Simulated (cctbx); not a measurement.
**A crystallographic session in cctbx: Ni6As5Pb2**

Library: cctbx 2025.11. The data are simulated by the first script.

## 1. Simulate the data

run.py:

```python
from cctbx import adptbx, crystal, miller, sgtbx, xray
from cctbx.array_family import flex
from iotbx.shelx import hklf
from scitbx import matrix
import scitbx.random

cs = crystal.symmetry(unit_cell=(3.968, 3.968, 23.952, 90, 90, 90), space_group_symbol='Hall: -I 4 2')  # I4/mmm
atoms = [  # label, site, U (iso, or U11 U22 U33 U12 U13 U23 in A^2), occupancy
    ("Pb1", (0.5, 0.5, 0.1494), (0.0033, 0.0033, 0.0034, 0.0000, -0.0000, 0.0000), 1),
    ("As1", (0.5, 0.5, 0.3047), (0.0053, 0.0053, 0.0047, 0.0000, 0.0000, 0.0000), 1),
    ("As2", (0.5, 0.5, 0.3941), (0.0046, 0.0046, 0.0053, 0.0000, 0.0000, 0.0000), 1),
    ("As3", (0.5, 0.5, 0), (0.0042, 0.0042, 0.0039, 0.0000, 0.0000, -0.0000), 1),
    ("Ni1", (0.5, 0, 0.25), (0.0051, 0.0051, 0.0053, 0.0000, 0.0000, 0.0000), 1),
    ("Ni2", (0.5, 0, 0.4482), (0.0033, 0.0049, 0.0037, 0.0000, 0.0000, 0.0000), 1),
]
xs = xray.structure(crystal_symmetry=cs)
for label, site, u, occ in atoms:
    u = adptbx.u_cif_as_u_star(cs.unit_cell(), u) if isinstance(u, tuple) else u
    xs.add_scatterer(xray.scatterer(label, site=site, u=u, occupancy=occ))
xs.set_inelastic_form_factors(0.7749, "sasaki")
xs.show_summary()
p1 = xs.expand_to_p1()
ms = miller.build_set(p1, anomalous_flag=True, d_min=0.77)
flex.set_random_seed(29849)
scitbx.random.set_random_seed(29849)
ms = ms.select(flex.random_double(ms.size()) < 0.8)
i = ms.structure_factors_from_scatterers(p1, algorithm="direct").f_calc().as_intensity_array().data()
i = i / flex.sqrt(1 + 0.3 * i / flex.max(i))  # extinction
i = i * 20000 / flex.max(i)
sig = flex.sqrt(i + flex.pow2(0.02 * i) + 8 ** 2)
noise = scitbx.random.variate(scitbx.random.normal_distribution())(i.size())
data = ms.array(data=i + sig * noise, sigmas=sig).set_observation_type_xray_intensity()
with open("data.hkl", "w") as f:
    data.export_as_shelx_hklf(f)
print("reflections written:", data.size(), " <I/sigma> = %.1f" % flex.mean(data.data() / data.sigmas()))
for h, a, b in list(data.sort("data"))[:12]:
    print("%4d%4d%4d %9.1f %7.1f" % (h + (a, b)))
```

```console
$ python run.py
```

```text
Number of scatterers: 6
At special positions: 6
Unit cell: (3.968, 3.968, 23.952, 90, 90, 90)
Space group: I 4/m m m (No. 139)
reflections written: 2826  <I/sigma> = 8.7
   0   2   0   20353.5   424.3
   2   0   0   20115.5   424.3
   0  -2   0   20053.6   424.3
  -2   0   0   19159.8   424.3
   2   2   0   15035.6   315.8
  -2   2   0   14299.0   315.8
   2  -2   0   14192.9   315.8
  -2  -2   0   14175.2   315.8
   0   0 -20   10705.4   235.4
  -4   0   0    9066.8   202.1
   4   0   0    8550.1   202.1
   0  -2  20    8501.8   190.4
```

It took 0.38 s on 1 thread of Arm Neoverse N1, on a shared host, peak memory 0.07 GiB.

## 2. Symmetry

run.py:

```python
from cctbx import crystal, sgtbx, statistics
from cctbx.array_family import flex
from iotbx.shelx import hklf

p1 = crystal.symmetry(unit_cell=(3.968, 3.968, 23.952, 90, 90, 90), space_group_symbol="P 1")
raw = hklf.reader(file_name="data.hkl").as_miller_arrays(crystal_symmetry=p1, anomalous=True)[0]
print(raw.size(), "reflections to d = %.3f A" % raw.d_min())
isig = raw.data() / raw.sigmas()
print("centring   violations  <I/sigma> of those")
best = "P"
for c in "ABCIRF":
    a = raw.customized_copy(space_group_info=sgtbx.space_group_info("Hall: %s 1" % c)).sys_absent_flags().data()
    m = flex.mean(isig.select(a))
    print("%5s %10d of %5d %8.1f" % (c, (isig.select(a) > 4).count(True), a.count(True), m))
    if (isig.select(a) > 4).count(True) < 0.01 * a.count(True):
        best = c
raw = raw.select(~raw.customized_copy(space_group_info=sgtbx.space_group_info("Hall: %s 1" % best)).sys_absent_flags().data())
isig = raw.data() / raw.sigmas()
rows = []
for s in sgtbx.space_group_symbol_iterator():
    g = sgtbx.space_group(s)
    if g.conventional_centring_type_symbol() != best or not g.is_compatible_unit_cell(p1.unit_cell(), 1e-3, 0.02):
        continue
    rows.append((s, g))
print("Laue class    unique    Rint  (classes that these axes allow; Friedel mates merged)")
rint = {}
for s, g in rows:
    laue = g.build_derived_patterson_group()
    key = laue.type().hall_symbol()
    if key not in rint:
        m = raw.customized_copy(space_group_info=laue.info(), anomalous_flag=False).merge_equivalents()
        rint[key] = m.r_int()
        print("%-14s %6d %7.3f" % (laue.type().lookup_symbol(), m.array().size(), m.r_int()))
floor = min(rint.values())
good = [(s, g) for s, g in rows if rint[g.build_derived_patterson_group().type().hall_symbol()] < 2 * floor + 0.03]
top = max(g.build_derived_patterson_group().order_z() for s, g in good)
print("space group    extra absences  I>4sigma  <I/sigma>")
for s, g in good:
    laue = g.build_derived_patterson_group()
    if laue.order_z() != top:
        continue
    a = raw.customized_copy(space_group_info=g.info()).sys_absent_flags().data()
    a &= ~raw.customized_copy(space_group_info=laue.info()).sys_absent_flags().data()
    bad = (isig.select(a) > 4).count(True)
    if bad <= 0.03 * a.count(True):
        print("%-16s %8d %10d %9s  %s" % (s.universal_hermann_mauguin(), a.count(True), bad, "%.1f" % flex.mean(isig.select(a)) if a.count(True) else "-", "centric" if g.is_centric() else "acentric"))
laue = max(good, key=lambda t: t[1].build_derived_patterson_group().order_z())[1].build_derived_patterson_group()
f = raw.customized_copy(space_group_info=laue.info(), anomalous_flag=False).merge_equivalents().array().eliminate_sys_absent().f_sq_as_f()
f.set_observation_type_xray_amplitude()
bins = max(3, min(8, f.size() // 12))
f.setup_binner(n_bins=bins)
w = statistics.wilson_plot(f, {e: n / laue.order_z() for e, n in {'Pb': 4.0, 'As': 10.0, 'Ni': 12.0}.items()}, e_statistics=True)
print("Wilson B = %.2f A^2   <|E^2-1|> = %.3f (0.968 centric, 0.736 acentric)   E^2>4: %.1f %%" % (w.wilson_b, w.mean_e_sq_minus_1, w.percent_e_sq_gt_2))
print("shell (A)         n   <I/sigma>")
m = raw.customized_copy(space_group_info=laue.info(), anomalous_flag=False).merge_equivalents().array().eliminate_sys_absent()
for b in m.setup_binner(n_bins=bins).range_used():
    sel = m.binner().selection(b)
    print("%5.2f - %4.2f %6d %8.1f" % (min(m.binner().bin_d_range(b)[0] if m.binner().bin_d_range(b)[0] > 0 else 99, 99), m.binner().bin_d_range(b)[1], sel.count(True), flex.mean((m.data() / m.sigmas()).select(sel))))
```

```console
$ python run.py
```

```text
2826 reflections to d = 0.770 A
centring   violations  <I/sigma> of those
    A        642 of  1431      9.9
    B        615 of  1394      9.9
    C        599 of  1425      8.3
    I          0 of  1426      0.0
    R        797 of  1890      8.8
    F        928 of  2125      9.4
Laue class    unique    Rint  (classes that these axes allow; Friedel mates merged)
I 1 2/m 1         495   0.023
I 1 1 2/m         450   0.023
I 2/m 1 1         496   0.022
I m m m           289   0.025
I 4/m             233   0.025
I 4/m m m         171   0.026
space group    extra absences  I>4sigma  <I/sigma>
I 4 2 2                 0          0         -  acentric
I 4 m m                 0          0         -  acentric
I -4 m 2                0          0         -  acentric
I -4 2 m                0          0         -  acentric
I 4/m m m               0          0         -  centric
Wilson B = 0.90 A^2   <|E^2-1|> = 0.889 (0.968 centric, 0.736 acentric)   E^2>4: 3.0 %
shell (A)         n   <I/sigma>
11.98 - 1.54     29     48.6
 1.54 - 1.22     24     51.6
 1.22 - 1.07     22     45.9
 1.07 - 0.97     15     48.4
 0.97 - 0.90     25     46.9
 0.90 - 0.85     20     48.2
 0.85 - 0.81     14     30.0
 0.81 - 0.77     22     44.2
```

Time: 0.43 s.

## 3. Patterson map

run.py:

```python
from cctbx import crystal, maptbx
from iotbx.shelx import hklf

cs = crystal.symmetry(unit_cell=(3.968, 3.968, 23.952, 90, 90, 90), space_group_symbol='Hall: -I 4 2')  # I4/mmm
raw = hklf.reader(file_name="data.hkl").as_miller_arrays(crystal_symmetry=cs, anomalous=True)[0]
merged = raw.eliminate_sys_absent().merge_equivalents()
fo2 = merged.array().set_observation_type_xray_intensity()
f = fo2.average_bijvoet_mates().f_sq_as_f()
pm = f.patterson_map(symmetry_flags=maptbx.use_space_group_symmetry, sharpening=True, resolution_factor=0.25)
peaks = pm.peak_search(parameters=maptbx.peak_search_parameters(min_distance_sym_equiv=0.4, max_clusters=14)).all()
top = peaks.heights()[0]
print("Patterson group", f.patterson_symmetry().space_group_info())
print("      u       v       w   height  length (A)")
for x, h in zip(peaks.sites(), peaks.heights()):
    y = [t - round(t) for t in x]
    print("%7.3f %7.3f %7.3f %8.1f %8.2f" % (x + (1000 * h / top, cs.unit_cell().length(y))))
```

```console
$ python run.py
```

```text
Patterson group I 4/m m m
      u       v       w   height  length (A)
  0.000   0.000   0.000   1000.0     0.00
  0.000   0.000   0.299    556.8     7.16
  0.000   0.000   0.456    391.4    10.93
  0.000   0.000   0.153    359.7     3.65
  0.000   0.500   0.100    319.9     3.11
  0.000   0.000   0.247    191.9     5.91
  0.000   0.000   0.500    168.3    11.98
  0.000   0.500   0.198    145.7     5.14
  0.000   0.500   0.149    140.2     4.09
  0.000   0.500   0.055    134.8     2.38
  0.000   0.000   0.396    122.4     9.49
  0.000   0.000   0.205    105.2     4.91
  0.000   0.500   0.250    105.1     6.31
  0.000   0.000   0.084     85.0     2.00
```

Time: 0.39 s.

## 4. Charge flipping

run.py:

```python
import itertools
from cctbx import crystal, maptbx
from cctbx.array_family import flex
from iotbx.shelx import hklf
from smtbx.ab_initio import charge_flipping as cf

cs = crystal.symmetry(unit_cell=(3.968, 3.968, 23.952, 90, 90, 90), space_group_symbol='Hall: -I 4 2')  # I4/mmm
raw = hklf.reader(file_name="data.hkl").as_miller_arrays(crystal_symmetry=cs, anomalous=True)[0]
merged = raw.eliminate_sys_absent().merge_equivalents()
fo2 = merged.array().set_observation_type_xray_intensity()
f = fo2.average_bijvoet_mates().f_sq_as_f().resolution_filter(d_min=0.8)
p1 = f.expand_to_p1()
p1.setup_binner_counting_sorted(reflections_per_bin=max(40, p1.size() // 12))
work = p1.array(data=p1.data() / p1.amplitude_quasi_normalisations().data())
flex.set_random_seed(53510)
it = cf.weak_reflection_improved_iterator(delta=None, weak_reflection_fraction=0.3)
it.start(work, phases=flex.random_double(p1.size()) * 6.2832, f_000=0)
it.delta = 1.2 * it.rho_map.sigma()
print("cycle      R  skewness")
for n, st in enumerate(itertools.islice(it, 200)):
    if n % 16 == 0:
        print("%5d %6.3f %8.2f" % (n, st.r1_factor(), st.rho_map.skewness()))
rho = p1.phase_transfer(it.f_calc).fft_map().apply_volume_scaling()
polish = cf.low_density_elimination_iterator(constant_rho_c=rho.sigma())
polish.start(f_obs=p1, phases=it.f_calc, f_000=0)
for _ in range(8):
    next(polish)
print("origin shift          correlation  skewness")
maps = []
for fc, shift, cc in itertools.islice(cf.f_calc_symmetrisations(f, polish.f_calc, 0), 4):
    m = f.phase_transfer(fc).fft_map(symmetry_flags=maptbx.use_space_group_symmetry, resolution_factor=0.25).apply_sigma_scaling()
    maps.append((m.skewness(), cc, m))
    print("%6.3f %6.3f %6.3f %10.3f %9.2f" % (tuple(shift) + (cc, m.skewness())))
skew, cc, m = max((t for t in maps if t[1] > maps[0][1] - 0.04), key=lambda t: t[0])
print("taken: symmetry correlation %.3f, skewness %.2f" % (cc, skew))
peaks = m.peak_search(parameters=maptbx.peak_search_parameters(min_distance_sym_equiv=0.9, max_clusters=11)).all()
sps = cs.special_position_settings(min_distance_sym_equiv=0.5)
print("peak      x       y       z  mult  height/sigma")
for k, (x, h) in enumerate(zip(peaks.sites(), peaks.heights())):
    ss = sps.site_symmetry(x)
    print("Q%-3d %7.4f %7.4f %7.4f %4d %8.1f" % ((k + 1,) + tuple(t % 1 for t in ss.exact_site()) + (ss.multiplicity(), h)))
```

```console
$ python run.py
```

```text
cycle      R  skewness
    0  0.524     0.38
   16  0.425     2.74
   32  0.390     2.69
   48  0.414     2.76
   64  0.395     2.62
   80  0.407     2.79
   96  0.406     2.59
  112  0.409     2.63
  128  0.414     2.65
  144  0.394     2.79
  160  0.416     2.80
  176  0.409     2.61
  192  0.407     2.67
origin shift          correlation  skewness
 0.433  0.567  0.245      0.953      4.19
 0.434  0.562  0.168      0.950      5.90
 0.434  0.566  0.018      0.938      5.72
 0.433  0.569  0.094      0.929      4.03
taken: symmetry correlation 0.950, skewness 5.90
peak      x       y       z  mult  height/sigma
Q1    0.0000  0.0000  0.1513    4     17.8
Q2    0.0000  0.0000  0.3063    4      9.9
Q3    0.0000  0.0000  0.3978    4      7.5
Q4    0.0000  0.5000  0.2500    4      7.5
Q5    0.0000  0.0000  0.0000    2      6.2
Q6    0.0000  0.0000  0.4517    4      3.9
Q7    0.0000  0.0000  0.0555    4      3.1
Q8    0.0000  0.5000  0.0529    8      2.6
Q9    0.0000  0.5000  0.1039    8      2.0
Q10   0.0000  0.0000  0.2638    4      1.7
Q11   0.1401  0.1401  0.1937   16      1.7
```

Time: 0.58 s.

## 5. Refinement (model from the peaks)

run.py:

```python
import math
from cctbx import adptbx, crystal, maptbx, sgtbx, xray
from cctbx.array_family import flex
from cctbx.xray import observations
from iotbx.shelx import hklf
from scitbx.lstbx import normal_eqns_solving
from smtbx import absolute_structure, utils
from smtbx.refinement import constraints, least_squares

cs = crystal.symmetry(unit_cell=(3.968, 3.968, 23.952, 90, 90, 90), space_group_symbol='Hall: -I 4 2')  # I4/mmm
atoms = [  # label, site, U (iso, or U11 U22 U33 U12 U13 U23 in A^2), occupancy
    ("Pb1", (0, 0, 0.1513), 0.0200, 1),
    ("Ni1", (0, 0, 0.3063), 0.0200, 1),
    ("As1", (0, 0, 0.3978), 0.0200, 1),
    ("As2", (0, 0.5, 0.25), 0.0200, 1),
    ("As3", (0, 0, 0), 0.0200, 1),
    ("Ni2", (0, 0, 0.4517), 0.0200, 1),
    ("Ni3", (0, 0, 0.0555), 0.0200, 1),
]
xs = xray.structure(crystal_symmetry=cs)
for label, site, u, occ in atoms:
    u = adptbx.u_cif_as_u_star(cs.unit_cell(), u) if isinstance(u, tuple) else u
    xs.add_scatterer(xray.scatterer(label, site=site, u=u, occupancy=occ))
xs.set_inelastic_form_factors(0.7749, "sasaki")
raw = hklf.reader(file_name="data.hkl").as_miller_arrays(crystal_symmetry=cs, anomalous=True)[0]
merged = raw.eliminate_sys_absent().merge_equivalents()
fo2 = merged.array().set_observation_type_xray_intensity()
print("Rint %.3f, %d unique reflections to %.2f A" % (merged.r_int(), fo2.size(), fo2.d_min()))
for sc in xs.scatterers():
    sc.flags.set_grad_site(True)
    sc.flags.set_grad_u_aniso(sc.flags.use_u_aniso())
    sc.flags.set_grad_u_iso(sc.flags.use_u_iso())
obs = fo2.as_xray_observations()
extra = {}
rep = constraints.reparametrisation(xs, [], utils.connectivity_table(xs), **extra)
ls = least_squares.crystallographic_ls(obs, rep, weighting_scheme=least_squares.mainstream_shelx_weighting(a=0, b=0))
print("cycle     R1     wR2    GooF  max shift (A)")
for cycle in range(6):
    ls.build_up()
    r1, wr2, goof = ls.r1_factor(cutoff_factor=2)[0], ls.wR2(), ls.goof()
    old = xs.sites_cart()
    normal_eqns_solving.levenberg_marquardt_iterations(ls, n_max_iterations=3, tau=0.0001, step_threshold=1e-7)
    big = flex.max((xs.sites_cart() - old).norms())
    print("%4d %7.4f %7.4f %7.3f %9.5f" % (cycle + 1, r1, wr2, goof, big))
    ls.build_up(objective_only=True)
    if abs(ls.wR2() - wr2) < 5e-5 and big < 5e-4:
        break
ls.build_up()
print("final R1 %.4f wR2 %.4f GooF %.3f  parameters %d  data/parameter %.1f" % (ls.r1_factor(cutoff_factor=2)[0], ls.wR2(), ls.goof(), ls.n_parameters, fo2.size() / ls.n_parameters))
cov = ls.covariance_matrix_and_annotations()
su = dict(zip(cov.annotations, (math.sqrt(max(v, 0)) for v in cov.matrix.matrix_packed_u_diagonal())))
a2 = cs.unit_cell().reciprocal_parameters()[0] ** -2
print("atom        x        y        z      Ueq    occ   su(xyz)  su(Uiso or U11)")
for sc in xs.scatterers():
    s = max(su.get(sc.label + k, 0) for k in (".x", ".y", ".z"))
    npd = "" if sc.is_positive_definite_u(cs.unit_cell()) else "  NPD"
    print("%-5s %8.5f %8.5f %8.5f %8.4f %6.3f %8.5f %7.4f%s" % ((sc.label,) + sc.site + (sc.u_iso_or_equiv(cs.unit_cell()), sc.occupancy, s, su.get(sc.label + ".uiso", su.get(sc.label + ".u11", 0) * a2), npd)))
fo = fo2.f_sq_as_f()
fc = fo.structure_factors_from_scatterers(xs, algorithm="direct").f_calc()
diff = fo.f_obs_minus_f_calc(1 / math.sqrt(ls.scale_factor()), fc).average_bijvoet_mates()
m = diff.fft_map(symmetry_flags=maptbx.use_space_group_symmetry, resolution_factor=0.25).apply_volume_scaling()
print("difference map: max %.2f min %.2f rms %.2f" % (m.statistics().max(), m.statistics().min(), m.statistics().sigma()))
peaks = m.peak_search(parameters=maptbx.peak_search_parameters(min_distance_sym_equiv=0.6, max_clusters=5)).all()
near = xs.closest_distances(peaks.sites(), distance_cutoff=4)
sps = cs.special_position_settings(min_distance_sym_equiv=0.5)
for k, (x, h) in enumerate(zip(peaks.sites(), peaks.heights())):
    ss = sps.site_symmetry(x)
    print("Q%-3d %7.4f %7.4f %7.4f %4d %7.2f  %.2f A from %s" % ((k + 1,) + tuple(t % 1 for t in ss.exact_site()) + (ss.multiplicity(), h, near.smallest_distances[k], xs.scatterers()[near.i_seqs[k]].label)))
```

```console
$ python run.py
```

```text
Rint 0.026, 171 unique reflections to 0.77 A
cycle     R1     wR2    GooF  max shift (A)
   1  0.3678  0.6954  42.446   0.11441
   2  0.2540  0.5357  32.696   0.00899
   3  0.2545  0.5353  32.672   0.00599
   4  0.2553  0.5542  33.827   0.00353
   5  0.2540  0.5340  32.594   0.00084
   6  0.2555  0.5548  33.860   0.00043
final R1 0.2540 wR2 0.5340 GooF 32.595  parameters 12  data/parameter 14.2
atom        x        y        z      Ueq    occ   su(xyz)  su(Uiso or U11)
Pb1    0.00000  0.00000  0.14952   0.0001  1.000  0.00038  0.0027
Ni1    0.00000  0.00000  0.30728   0.0001  1.000  0.00117  0.0058
As1    0.00000  0.00000  0.39313   0.0133  1.000  0.00131  0.0063
As2    0.00000  0.50000  0.25000   0.0001  1.000  0.00000  0.0049
As3    0.00000  0.00000  0.00000   0.0144  1.000  0.00000  0.0085
Ni2    0.00000  0.00000  0.44695   0.0193  1.000  0.00204  0.0082
Ni3    0.00000  0.00000  0.05247   0.0155  1.000  0.00199  0.0077
difference map: max 73.03 min -59.50 rms 5.89
Q1    0.0000  0.0000  0.1510    4   74.24  0.03 A from Pb1
Q2    0.0000  0.5000  0.0000    4   38.52  1.98 A from As3
Q3    0.0000  0.5000  0.2500    4   38.06  0.00 A from As2
Q4    0.0000  0.5000  0.2015    8   36.81  1.16 A from As2
Q5    0.0000  0.5000  0.1049    8   34.48  1.98 A from As1
```

Time: 0.73 s.

Figures of merit this high mean that the model is still wrong or incomplete.

## 6. Charge flipping

run.py, as its changes from the last script of this kind:

```diff
@@ -13,3 +13,2 @@
-p1.setup_binner_counting_sorted(reflections_per_bin=max(40, p1.size() // 12))
-work = p1.array(data=p1.data() / p1.amplitude_quasi_normalisations().data())
-flex.set_random_seed(53510)
+work = p1
+flex.set_random_seed(53511)
@@ -20,2 +19,2 @@
-for n, st in enumerate(itertools.islice(it, 200)):
-    if n % 16 == 0:
+for n, st in enumerate(itertools.islice(it, 400)):
+    if n % 33 == 0:
```

```console
$ python run.py
```

```text
cycle      R  skewness
    0  0.575     0.41
   33  0.287     3.35
   66  0.281     3.29
   99  0.294     3.38
  132  0.297     3.23
  165  0.279     3.28
  198  0.284     3.21
  231  0.290     3.20
  264  0.274     3.34
  297  0.278     3.24
  330  0.289     3.35
  363  0.276     3.31
  396  0.282     3.24
origin shift          correlation  skewness
 0.265  0.027  0.202      0.981      6.04
 0.263  0.029  0.352      0.978      5.40
 0.261  0.031  0.430      0.968      5.36
 0.267  0.030  0.280      0.947      5.55
taken: symmetry correlation 0.981, skewness 6.04
peak      x       y       z  mult  height/sigma
Q1    0.0000  0.0000  0.1540    4     17.0
Q2    0.0000  0.0000  0.3019    4     11.3
Q3    0.0000  0.5000  0.2500    4      7.7
Q4    0.0000  0.0000  0.0000    2      7.4
Q5    0.0000  0.0000  0.4013    4      7.0
Q6    0.0000  0.5000  0.0459    8      5.9
Q7    0.0000  0.0000  0.4592    4      2.9
Q8    0.0000  0.0000  0.0558    4      2.4
Q9    0.0000  0.0000  0.3498    4      1.8
Q10   0.0000  0.0000  0.2282    4      1.5
Q11   0.1411  0.1411  0.1908   16      1.2
```

Run time: 0.64 s on 1 thread of Arm Neoverse N1, on a shared host, peak memory 0.07 GiB.

[Logs are printed without paths, hosts, clocks, repeated set-up lines and the standing remarks that a program may print on its own settings, such as how far it seeks lower states.]
